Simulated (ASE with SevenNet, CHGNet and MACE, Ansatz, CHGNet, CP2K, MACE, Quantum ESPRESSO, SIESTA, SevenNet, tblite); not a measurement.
# MgF2(100) slab (72 atoms) in machine-learned potentials

Aim: run MgF2(100) slab (72 atoms) in machine-learned potentials and see how near its forces come to a plane-wave reference, and at what cost.

Main program and level: ASE with SevenNet, CHGNet and MACE; the method is named at each step.

### 1. Starting point

The cell holds 72 atoms: 24 Mg and 48 F. Cell: a = 9.156 Å, b = 9.242 Å, c = 18.752 Å, α = 90.0°, β = 90.0°, γ = 90.0°. It derives from MgF2 (rutile). Rutile MgF2 (cell 4.621, 4.621, 3.052, 90, 90, 90), (100) slab of 2 repeat layers, 3 x 2 surface cells, 10 Å of vacuum; atoms within 2.77 Å of the bottom held; every coordinate displaced by a Gaussian of 0.07 Å. Then every atom was moved at random, 0.05 Å r.m.s. a Cartesian component. Vacuum lies along c.

The yardstick, on the same geometry:

- method: Kohn-Sham DFT, PBE, SSSP efficiency 1.3.0 pseudopotentials, plane waves (Quantum ESPRESSO 7.5); sssp-pbe-1.3.0-efficiency, cutoffs 60/480 Ry, Γ point
- r.m.s. force component: 1.411 eV/Å
- longest force: 6.841 eV/Å
- gap (highest filled to lowest empty level): 4.296 eV
- time: 3.1 min on 4 MPI ranks of Arm Neoverse V2, shared host
- CPU time: 12 min

### 2. SevenNet 0 potential

Method: machine-learned interatomic potential SevenNet 0, trained on PBE(+U) plane-wave data.

run.py reads:

```python
import numpy as np
from ase.io import read
import mlip  # loads the published weights by name

atoms = read("structure.xyz")
atoms.calc = mlip.calc("7net-0")
energy = atoms.get_potential_energy()
forces = atoms.get_forces()
print(f"energy {energy:.6f} eV")
print("forces (eV/A)")
for i, (a, f) in enumerate(zip(atoms, forces)):
    print(f"{i:4d} {a.symbol:2s} {f[0]:10.5f} {f[1]:10.5f} {f[2]:10.5f}")
```

structure.xyz reads:

```xyz
72
Lattice="9.15600 0.00000 0.00000 0.00000 9.24200 0.00000 0.00000 0.00000 18.75217" Properties=species:S:1:pos:R:3 pbc="T T T"
Mg 0.07673 4.60594 5.85461
Mg 1.61567 2.41789 8.15682
F 0.05603 3.22028 7.24940
F 0.07499 1.39785 8.90559
F 1.55048 0.83834 6.73747
F 1.47512 3.64227 5.03683
Mg 0.07316 4.51980 10.36601
Mg 1.52164 2.29442 12.81430
F 0.06080 3.21270 11.92338
F 9.13421 1.38658 13.69227
F 1.56211 0.89361 11.36194
F 1.51669 3.89985 9.70894
Mg 3.02111 4.63948 5.92381
Mg 4.62268 2.33823 8.10563
F 3.03045 3.22306 7.32422
F 3.08658 1.41957 9.08618
F 4.68851 0.94509 6.78454
F 4.62341 3.77489 5.18535
Mg 3.18107 4.70704 10.63942
Mg 4.75306 2.41641 12.74660
F 3.04410 3.28673 11.84800
F 3.06644 1.39748 13.70577
F 4.50658 1.05470 11.53221
F 4.56994 3.72758 9.68531
Mg 5.91972 4.67775 5.95963
Mg 7.60763 2.28019 8.39572
F 6.09259 3.21557 7.20271
F 6.15530 1.32817 9.22776
F 7.76136 0.94324 6.95012
F 7.56643 3.73321 4.84650
Mg 6.15439 4.57756 10.57510
Mg 7.56038 2.31780 12.91199
F 6.08370 3.17028 11.82343
F 6.08435 1.37928 13.64764
F 7.61440 0.92586 11.44689
F 7.51140 3.70484 9.63749
Mg 9.15243 9.08747 6.01063
Mg 1.48025 7.03141 8.29802
F 9.13705 7.84526 7.43580
F 9.15179 5.98373 9.04736
F 1.50296 5.57736 6.83760
F 1.53097 8.33499 4.98976
Mg 9.08074 9.20170 10.57379
Mg 1.50213 6.82956 12.83342
F 0.03974 7.57419 12.01339
F 9.14813 6.04150 13.80235
F 1.58390 5.38541 11.35256
F 1.26426 8.25495 9.63224
Mg 3.04428 0.06811 5.98119
Mg 4.45302 6.86403 8.20970
F 3.09949 7.77539 7.45324
F 3.10205 6.07329 9.03067
F 4.59173 5.43411 6.77310
F 4.57534 8.42039 4.97701
Mg 3.01443 9.07398 10.56797
Mg 4.71369 6.87605 12.92925
[... 12 atom lines left out ...]
F 6.17929 7.95200 12.04564
F 6.13983 6.09695 13.62551
F 7.44099 5.42182 11.26612
F 7.63693 8.34922 9.70462
```

The run is started by

```bash
$ OMP_NUM_THREADS=1 python run.py > output.txt
```

What it wrote:

```text
energy -365.422913 eV
forces (eV/A)
   0 Mg   -1.80376   -1.16115   -0.00383
   1 Mg   -1.20811   -0.72651    0.86811
   2 F    -0.28532    0.33556    0.38724
   3 F     0.29638   -0.45274    1.62999
   4 F    -0.24021    1.10455    0.54595
   5 F     1.05411    0.93588   -0.20401
   6 Mg   -3.16738    1.39125    1.62225
   7 Mg    0.90713   -1.30606   -0.12171
   8 F    -0.81694    0.34088    0.30477
   9 F    -0.16945    0.71631    0.08762
  10 F    -0.77321    0.00631    0.15586
  11 F     2.70240   -2.75246   -2.89375
  12 Mg   -0.65831   -1.33541   -0.10072
  13 Mg   -0.09524    0.09366    1.51170
  14 F     0.80095    0.71109   -0.70499
  15 F    -0.06052   -0.38112   -0.02132
  16 F    -0.91110    0.32665   -0.18753
  17 F    -2.20450   -1.05173   -2.23149
  18 Mg   -1.67652   -0.86092   -2.16319
  19 Mg   -3.39516   -1.72829    1.04756
  20 F     0.21965   -0.69009    1.65691
  21 F    -0.01926    1.22498   -0.12410
  22 F     0.23813   -1.76578   -1.55934
  23 F     0.28539   -0.62555   -1.06711
[...]
64 F    -0.53826   -0.45915   -1.06770
  65 F    -1.05892    0.75892    0.36259
  66 Mg   -2.03192    1.10997   -0.13703
  67 Mg   -1.95894   -2.20120    0.33354
  68 F    -0.18596   -0.13732    0.56640
  69 F     1.53022   -0.55456    1.28492
  70 F     3.75156    2.54205    2.70988
  71 F     0.41194   -1.11568   -0.87732
```

Elapsed: 7 s, on 1 thread of Arm Neoverse V2, shared host; peak memory 0.88 GiB.

Banners, paths, timers and routine set-up lines are dropped from the logs unmarked, and long logs keep their key lines alone; longer cuts are marked.

Against the reference:

```
r.m.s. force component                  : 1.426 eV/Å
r.m.s. difference of force components   : 93.6 meV/Å
longest difference of force vectors     : 449.1 meV/Å
force difference over r.m.s. force      : 6.634 %
slope of forces against the reference's : 1.009
correlation of force components         : 0.9979
```

Length of the force difference by element (eV/Å):

| element | atoms | mean | most |
| --- | --- | --- | --- |
| F | 48 | 0.12 | 0.43 |
| Mg | 24 | 0.18 | 0.45 |

A closer look about F57, which bears the longest force among the free atoms: 13 atoms, nearest first, numbered in the order of the input, with positions taken from that point.

| atom | x | y | z | distance (Å) | bonds | Fx | Fy | Fz (eV/Å) |
| --- | --- | --- | --- | --- | --- | --- | --- | --- |
| F57 | 0.00 | 0.00 | 0.00 | 0.00 | 3 | 0.05 | -4.66 | 5.09 |
| Mg55 | -0.04 | 1.11 | -1.20 | 1.63 | 6 | 0.32 | 4.70 | -3.98 |
| Mg44 | -1.55 | -1.14 | 1.07 | 2.20 | 5 | 1.73 | -1.76 | 0.38 |
| Mg56 | 1.66 | -1.09 | 1.16 | 2.30 | 5 | -2.37 | -0.07 | -1.31 |
| F11 | -1.49 | 2.17 | -0.40 | 2.66 | 3 | -0.77 | 0.01 | 0.16 |
| F60 | 1.50 | 0.35 | -2.18 | 2.67 | 3 | 0.31 | 0.15 | 0.54 |
| F23 | 1.45 | 2.33 | -0.23 | 2.75 | 3 | 0.24 | -1.77 | -1.56 |
| F48 | -1.79 | 0.29 | -2.13 | 2.80 | 3 | 1.19 | 0.63 | 0.94 |
| F59 | 1.52 | -2.42 | -0.46 | 2.90 | 3 | 1.52 | 1.88 | 2.09 |
| F58 | -0.04 | -1.98 | 2.12 | 2.90 | 2 | 0.40 | 1.41 | -1.11 |
| F47 | -1.47 | -2.58 | -0.41 | 3.00 | 3 | -0.67 | 2.15 | 1.77 |
| F45 | -3.02 | -0.39 | 0.25 | 3.05 | 3 | 0.35 | 2.57 | -1.90 |
| F69 | 3.12 | -0.02 | 0.28 | 3.14 | 3 | -0.19 | -0.14 | 0.57 |

Atoms are counted from 1 here, from 0 in the log.

Forces lie 6.6 % from the reference's, at 0.0094 times its CPU time (on 1 against 4 cores).

### 3. CHGNet 0.3.0 potential

Method: machine-learned interatomic potential CHGNet 0.3.0, trained on PBE(+U) plane-wave data.

run.py: that of step 2 with these lines changed.

```diff
@@ -5,3 +5,3 @@
 atoms = read("structure.xyz")
-atoms.calc = mlip.calc("7net-0")
+atoms.calc = mlip.calc("chgnet-0.3.0")
 energy = atoms.get_potential_energy()
```

structure.xyz is that of step 2.

What it wrote:

```text
CHGNet v0.3.0 initialized with 412,525 parameters
CHGNet will run on cpu
energy -388.680634 eV
forces (eV/A)
   0 Mg   -1.68991   -0.95459    0.01748
   1 Mg   -1.41700   -0.82118    0.78396
   2 F    -0.18334    0.37647    0.44862
   3 F     0.30459   -0.34981    1.67895
   4 F    -0.17396    1.05731    0.53441
   5 F     0.97531    0.72229   -0.27424
   6 Mg   -3.10639    1.36335    1.71942
   7 Mg    0.82043   -1.08839   -0.14501
   8 F    -0.73028    0.31645    0.19378
   9 F    -0.16530    0.53627    0.20368
  10 F    -0.74579   -0.09705    0.03186
  11 F     2.78641   -2.67914   -2.86583
  12 Mg   -0.44434   -1.13724   -0.14382
  13 Mg   -0.04370    0.11333    1.29728
  14 F     0.90497    0.73119   -0.65798
  15 F    -0.02720   -0.31975   -0.10350
  16 F    -0.88812    0.33980   -0.09112
  17 F    -2.12268   -0.98019   -2.01266
  18 Mg   -1.87800   -1.00177   -2.06666
  19 Mg   -3.21335   -1.47724    1.23577
  20 F     0.21089   -0.57848    1.48421
  21 F     0.00862    1.11049    0.03661
  22 F     0.22932   -1.78754   -1.62078
  23 F     0.27012   -0.58079   -1.07171
[...]
64 F    -0.43401   -0.39438   -0.95254
  65 F    -1.10672    0.64242    0.23859
  66 Mg   -2.03471    1.10743    0.00162
  67 Mg   -1.78355   -2.07015    0.38259
  68 F    -0.14167   -0.09275    0.42057
  69 F     1.36195   -0.53604    1.24668
  70 F     3.89865    2.62463    2.79471
  71 F     0.47651   -0.98442   -0.71979
```

Elapsed: 3.6 s, on 1 thread; peak memory 1.2 GiB.

Compared with the plane-wave run:

```
r.m.s. force component                  : 1.406 eV/Å
r.m.s. difference of force components   : 117.2 meV/Å
longest difference of force vectors     : 454.5 meV/Å
force difference over r.m.s. force      : 8.305 %
slope of forces against the reference's : 0.9931
correlation of force components         : 0.9966
```

Against the first run (6.6 %), the force difference from the reference is 8.3 %, at 0.52 times the CPU time.

### 4. MACE MP-0b3 medium potential

Method: machine-learned interatomic potential MACE MP-0b3 medium, trained on PBE(+U) plane-wave data.

run.py: that of step 3 with these lines changed.

```diff
@@ -5,3 +5,3 @@
 atoms = read("structure.xyz")
-atoms.calc = mlip.calc("chgnet-0.3.0")
+atoms.calc = mlip.calc("mace-mp-0b3-medium")
 energy = atoms.get_potential_energy()
```

structure.xyz is that of step 3.

What it wrote:

```text
energy -363.450707 eV
forces (eV/A)
   0 Mg   -1.76316   -1.13933    0.02043
   1 Mg   -1.34495   -0.78152    1.07907
   2 F    -0.20422    0.35752    0.34074
   3 F     0.31395   -0.32034    1.61481
   4 F    -0.28569    1.10501    0.49431
   5 F     0.94473    0.74994   -0.24599
   6 Mg   -3.22119    1.53277    1.68829
   7 Mg    0.89097   -1.24741   -0.11992
   8 F    -0.75618    0.35956    0.22915
   9 F    -0.11542    0.60813    0.12143
  10 F    -0.77668   -0.16122    0.08406
  11 F     2.79064   -2.81184   -3.05395
  12 Mg   -0.61258   -1.19579   -0.16513
  13 Mg   -0.07518    0.12126    1.71746
  14 F     0.85142    0.68669   -0.74695
  15 F    -0.10085   -0.34597   -0.14692
  16 F    -0.91101    0.34230   -0.21835
  17 F    -2.06455   -1.01382   -2.06519
  18 Mg   -1.82968   -1.01113   -2.19924
  19 Mg   -3.41101   -1.67660    1.12415
  20 F     0.19735   -0.52763    1.59706
  21 F    -0.05698    1.13303   -0.02396
  22 F     0.21923   -1.78297   -1.44853
  23 F     0.30513   -0.50937   -1.00765
[...]
64 F    -0.45748   -0.41692   -1.13097
  65 F    -1.03003    0.66995    0.30257
  66 Mg   -2.08118    1.15460   -0.22171
  67 Mg   -1.93934   -2.06147    0.45619
  68 F    -0.14644   -0.13558    0.56307
  69 F     1.46574   -0.61435    1.23895
  70 F     3.83883    2.49167    2.74020
  71 F     0.48386   -1.03928   -0.74058
```

It took 6.8 s on 1 thread; peak memory 0.98 GiB.

Against the reference:

```
r.m.s. force component                  : 1.453 eV/Å
r.m.s. difference of force components   : 119.2 meV/Å
longest difference of force vectors     : 716.9 meV/Å
force difference over r.m.s. force      : 8.446 %
slope of forces against the reference's : 1.027
correlation of force components         : 0.997
```

Against the first run (6.6 %), the force difference from the reference is 8.4 %, at 0.97 times the CPU time.

### 5. All runs compared

Differences are against the plane-wave reference, forces as r.m.s. over components; share is that over the reference's r.m.s. force, slope the least-squares factor from reference forces to these. Total energies of different programs have different zeros and aren't compared.

```
                         run  Δ force, r.m.s. (meV/Å)  share (%)  slope  cores  CPU time  memory (GiB)
                   reference                        -          -      -      4    12 min           3.7
        SevenNet 0 potential                     93.6       6.63  1.009      1       7 s          0.88
      CHGNet 0.3.0 potential                      117       8.30  0.993      1     3.6 s           1.2
MACE MP-0b3 medium potential                      119       8.45  1.027      1     6.8 s          0.98
```

Times of the machine-learned potentials are mostly Python's start and the loading of weights.

CPU time is summed over cores on a shared host, where runs went side by side, so it is rough. Symmetry, cutoffs, thresholds, outputs and thread counts weren't matched or tuned between programs; memory under MPI is the largest rank's times the ranks.

### 6. Outcome

| Property | Result |
| --- | --- |
| nearest in forces | SevenNet 0 potential, 6.6 % |
| its CPU time | 7 s |

Machine-learned potentials differ by 6.6 % (SevenNet 0 potential) to 8.4 % (MACE MP-0b3 medium potential); they were trained on other programs' data. Machine-learned potentials mimic data converged in k, so the reference's own k-point error enters their differences. The electronic-structure runs sample only Γ, in a cell whose shortest periodic width is 9 Å.

[Also dropped from logs without a mark: logging warnings of Python, and SIESTA's first energy breakdown and zero terms.]

[Logs are printed without paths, hosts, clocks, repeated set-up lines and the standing remarks that a program may print on its own settings, such as how far it seeks lower states.]

[Hosts, paths, dates, database ids (printed as entryN), source tags and the programs' standing remarks are cut or masked in the printed files.]
